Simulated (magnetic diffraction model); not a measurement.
# Moment size from magnetic intensity in TmB₄Pt₄

Space group P4_2/nmc (no. 137, origin choice 1), a = 5.3880 Å, c = 7.6170 Å.

| site | atom | x | y | z |
| --- | --- | --- | --- | --- |
| 8g | Pt | 1/2 | 0.2477 | 0.1542 |
| 2a | Tm | 1/2 | 1/2 | 1/2 |
| 8g | B | 1/2 | 0.8316 | 0.8594 |

This is a made-up structure (elements placed in a structure type, unrelaxed), so the numbers test the method and describe no known phase.

Only Tm is taken to order (form factors of Tm3+); orders and moment sizes are assumed, and not adapted to the symmetry. Radiation: neutrons of λ = 2.41 Å (absorption by B left out), 2° to 90°; isotropic B of 0.1 Å² (Pt), 0.12 Å² (Tm) and 0.29 Å² (B). Simulated constant-wavelength pattern: nuclear and magnetic terms add, the magnetic one as |2.695 fm × Σ f S⊥ exp(2πi Q·r) exp(−B s²)|², summed over all Q at one angle with the factor 1/(sin²θ cos θ). For a modulated order the moment at position r is S exp(−2πi k·r) + c.c., with S = m/2 for a sine wave of amplitude m and S = m(u + iv)/2 for moments turning in a plane, u and v being orthogonal unit vectors in it; the phase factor of the sum at Q = H + k is then exp(2πi H·r). Free-ion form factors, Sears's scattering lengths of 1992, no absorption; a label names one of the reflections at its angle. The strongest nuclear line in the range is 100, and lines under 0.2 are left out.

In a first state the assumed order is k = (1/6 0 0), moments turning in the plane of [010] and [001], 6.5 μB on Tm; signs + at (1/2, 1/2, 1/2), − at (0, 0, 0), with this pattern:

```
2θ (°)       index  nuclear  magnetic
 18.71   (1/6 0 1)      0.0      28.8
 21.48   (5/6 0 0)      0.0      20.7
 26.21   (1/6 1 0)      0.0      14.2
 30.25   (7/6 0 0)      0.0      10.3
 31.80     (1 0 1)     13.2       0.0
 36.88     (1 1 0)      1.5       0.0
 36.89     (0 0 2)      5.9       0.0
 38.70   (5/6 1 1)      0.0      16.3
 43.09   (5/6 0 2)      0.0       6.3
 44.46   (7/6 1 1)      0.0      13.8
 45.59     (1 0 2)      1.1       0.0
 45.81   (1/6 1 2)      0.0       8.8
 48.42   (7/6 0 2)      0.0       5.5
 52.14  (11/6 0 1)      0.0       6.3
 53.14     (2 0 0)      7.8       0.0
 53.15     (1 1 2)      9.2       0.0
```
(The table stops after 16 lines; 34 more lie at higher angle.)

**Question.** Nearer the ordering temperature the line at 18.71° has total intensity 7.2 on the same scale, and all moments have shrunk alike. How large is the Tm moment?

The nuclear part, 0.0, stays, so the magnetic part is 7.2 against 28.8. It goes as m², so m = 6.5 × √(7.2/28.8) = 3.25 μB; the value used was 3.25 μB.

[Logs are printed without paths, hosts, clocks, repeated set-up lines and the standing remarks that a program may print on its own settings, such as how far it seeks lower states.]
